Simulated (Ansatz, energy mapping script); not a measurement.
# MnS: exchange couplings from total energies, part 2 of 2

Aim: the exchange couplings of MnS from the energies of a few collinear orders, and the ordering temperature that they give.

PBE with U = 1 eV on Mn d, ortho-atomic projectors; plane waves, U on orthogonalised atomic orbitals unless named otherwise, collinear spin, no spin–orbit coupling.

So far. Step 9 (Run 6 (uncompensated ++−; cell C, 6 atoms)): The run ends ferrimagnetic, 102.96 meV a magnetic atom below the parallel order of its cell. Step 10 (Order 7: parallel, cell D of 6 atoms): The run ends ferromagnetic. For each magnetic atom its energy differs from the parallel run of the first cell by 0.85 meV, an error that one common reference would have brought in.

The database entry behind the starting cell differs from later determinations by our own check (an axis about 0.2 % short against later determinations), so it need not match the best structure at ambient conditions.

**11. Uncompensated ++− start in cell D (6 atoms)**

This order reverses 6.67 of the 12 neighbours at 3.68 Å, 2.67 of the 6 neighbours at 5.21 Å and 8 of the 24 neighbours at 6.38 Å, counted for an average magnetic atom.

Contents of input.yaml:

```yaml
crystal:
  lattice:
    - [0.0, -2.6045, -2.6045]
    - [-5.209, 0.0, 0.0]
    - [2.6045, 5.209, -2.6045]
  atoms:
    - { symbol: Mn, position: [0.666666667, 0.666666667, 0.333333333], spin: 4.5 }
    - { symbol: Mn, position: [0.333333333, 0.333333333, 0.666666667], spin: 4.5 }
    - { symbol: Mn, position: [0.0, 0.0, 0.0], spin: -4.5 }
    - { symbol: S, position: [0.666666667, 0.166666667, 0.333333333] }
    - { symbol: S, position: [0.333333333, 0.833333333, 0.666666667] }
    - { symbol: S, position: [0.0, 0.5, 0.0] }
magnetization:
  spin_polarized: true
kpoints:
  mp_grid: { grid: [8, 8, 8] }
hamiltonian:
  xc: pbe
  hubbard:
    sites:
      - { species: Mn, l: d, u_eff: 1.0 }
      - { site: 0, l: d, u_eff: 1.0, starting_ns: [{ spin: up, occupation_matrix: mn1_major }, { spin: down, occupation_matrix: mn1_minor }] }
      - { site: 1, l: d, u_eff: 1.0, starting_ns: [{ spin: up, occupation_matrix: mn1_major }, { spin: down, occupation_matrix: mn1_minor }] }
      - { site: 2, l: d, u_eff: 1.0, starting_ns: [{ spin: up, occupation_matrix: mn1_minor }, { spin: down, occupation_matrix: mn1_major }] }
    projectors: ortho-atomic
    occupation_matrices:
      mn1_major:
        matrix:
          - [0.98, 0.0, 0.0, 0.0, 0.0]
          - [0.0, 0.996, 0.0, 0.0, 0.0]
          - [0.0, 0.0, 0.996, 0.0, 0.0]
          - [0.0, 0.0, 0.0, 0.98, 0.0]
          - [0.0, 0.0, 0.0, 0.0, 0.996]
      mn1_minor:
        matrix:
          - [0.141, 0.0, 0.0, 0.0, 0.0]
          - [0.0, 0.053, 0.0, 0.0, 0.0]
          - [0.0, 0.0, 0.053, 0.0, 0.0]
          - [0.0, 0.0, 0.0, 0.141, 0.0]
          - [0.0, 0.0, 0.0, 0.0, 0.053]
scf:
  occupations: { method: fermi_dirac, width: 0.05 }
output:
  eigenvalues: true
```

The run is started by

```
ansatz run input.yaml --threads 4 --pin off --max-ram 8192MiB --backend cpu --events-out ev --progress --plain --runs-dir out
```

Wall time 20 s (4 threads of Arm Neoverse V1, shared host); peak memory 1 GiB.

The run ends ferrimagnetic, 91.75 meV a magnetic atom below the parallel order of its cell.

**12. Mapping onto a Heisenberg model**

Each energy difference is a sum of couplings weighted by the pairs that the order reverses. A few near shells are fitted to the differences by least squares. Energies are those extrapolated to zero occupation width, not the free energies F.

The orders that converged (zero: parallel moments in the same cell):

| order | atoms | energy (meV a magnetic atom) | moments (μB) | moments kept as typed | opposed neighbours at 3.68, 5.21, 6.38 Å |
| --- | --- | --- | --- | --- | --- |
| parallel in cell A | 4 | 0.00 | 4.35 | yes | 0, 0, 0 |
| compensated +− in cell A | 4 | -136.65 | 4.25 | yes | 6, 6, 12 |
| parallel in cell B | 4 | 0.00 | 4.36 | yes | 0, 0, 0 |
| compensated +− in cell B | 4 | -44.60 | 4.34 | yes | 8, 0, 16 |
| parallel in cell C | 6 | 0.00 | 4.35 | yes | 0, 0, 0 |
| uncompensated ++− in cell C | 6 | -102.96 | 4.22 to 4.32 | yes | 4, 4, 12 |
| parallel in cell D | 6 | 0.00 | 4.35 | yes | 0, 0, 0 |
| uncompensated ++− in cell D | 6 | -91.75 | 4.24 to 4.33 | yes | 6.67, 2.67, 8 |

Fitted to E = −Σ J e·e over ordered pairs of unit vectors (J > 0 favours parallel moments):

```
 pair  distance (Å)  neighbours  J (meV)
Mn–Mn          3.68          12    -2.82
Mn–Mn          5.21           6    -9.01
Mn–Mn          6.38          24  -0.0642
```

Adding the shell at 7.37 Å gives -1.9, -8.6, -0.46 and -1.0 meV and a mean-field temperature of 304 K, an exact solve that tests nothing.

Limits of this fit: some orders are gapless and others have a gap.

In mean field these couplings order at 418 K, at q = (0.50, 0.50, 0.50) in fractions of the conventional cell's reciprocal vectors, and give a Curie–Weiss temperature of -692 K.

**13. Finite temperature**

Mean field ignores fluctuations and overstates the ordering temperature, so the model is also sampled. The heat capacity peaks where order sets in.

Classical unit spins with these couplings on 8×8×4 copies of a cell that holds the lowest order (512 spins), heat-bath sweeps, cooled from random directions, 1009 sweeps to settle and 3027 measured at each temperature, averaged over 4 runs.

```
T (K)  order along the lowest pattern  net moment  heat capacity (k_B a spin)
 50.2                            0.41        0.01                        1.05
 85.8                            0.45        0.01                        1.11
  139                            0.38        0.01                        1.20
  175                            0.38        0.01                        1.22
  211                            0.34        0.02                        1.38
  264                            0.28        0.02                        1.77
  282                            0.26        0.02                        1.91
  300                            0.22        0.02                        1.77
  335                            0.16        0.02                        1.18
  371                            0.12        0.02                        0.63
  424                            0.09        0.02                        0.37
  460                            0.08        0.03                        0.28
```

The smoothed heat capacity peaks at 281 K. The order column follows one pattern alone; equivalent domains or another pattern share the rest.

**14. What came out**

```yaml
lowest_order_tried: compensated +− in cell A
largest_fitted_value_mn_mn_at_5p21_a: -9.01 meV
ordering_temperature_mean_field: 418 K
heat_capacity_peak_monte_carlo: 281 K
```

What this shows: Of the orders tried, MnS prefers the order “compensated +− in cell A” under PBE+U (1 eV), with 6 of 12 neighbours at 3.68 Å, 6 of 6 neighbours at 5.21 Å and 12 of 24 neighbours at 6.38 Å opposed. The largest fitted coupling is the Mn–Mn pair at 5.21 Å, antiferromagnetic at -9.0 meV, across a ligand at about 180°. The orders also reverse pairs at 7.37 Å, which are not fitted, so the fitted values hold their part too. With 4 differences for 3 couplings the fit misses by 6.8 meV at most, a small part of the spread. In the fitted orders moments change by up to 2.9 % against the parallel run of the same cell, so their size stays put. One more shell, at 7.37 Å, moves the mean-field temperature from 418 to 304 K, so the temperatures, and any agreement with experiment, hang on where the fit is cut. The fit is in doubt: some orders are gapless and others have a gap. The couplings are then rough, the small ones most of all. Monte Carlo puts the peak at 0.67 of the mean-field temperature, since mean field leaves out fluctuations. In tests on simple cubic and body-centred models such peaks lay 5 to 6 % under the bulk value. On cooling, the order along the one computed pattern stays at or under 0.47: the model settles in an equivalent domain, a degenerate mixture or another order.

Calculation against experiment:

| quantity | measured | PBE+U (1 eV), Monte Carlo |
| --- | --- | --- |
| ordering temperature (spin model) (K) | 150 | 281 (+87.1 %) |

Measured values from arxiv:1108.4537 (2011).

Verdict: The ordering temperature is off by +87.1 %: a clear miss. No cell relaxation is part of this session.

[Logs and program files are shortened in this print: banners, set-up blocks, solver, clock and traceback lines can be left out without a mark of their own.]

[Logs are printed without paths, hosts, clocks, repeated set-up lines and the standing remarks that a program may print on its own settings, such as how far it seeks lower states.]

[Hosts, paths, dates, database ids (printed as entryN), source tags and the programs' standing remarks are cut or masked in the printed files.]

[Where a cell is said to come from a database of computed structures, the database is the Materials Project.]
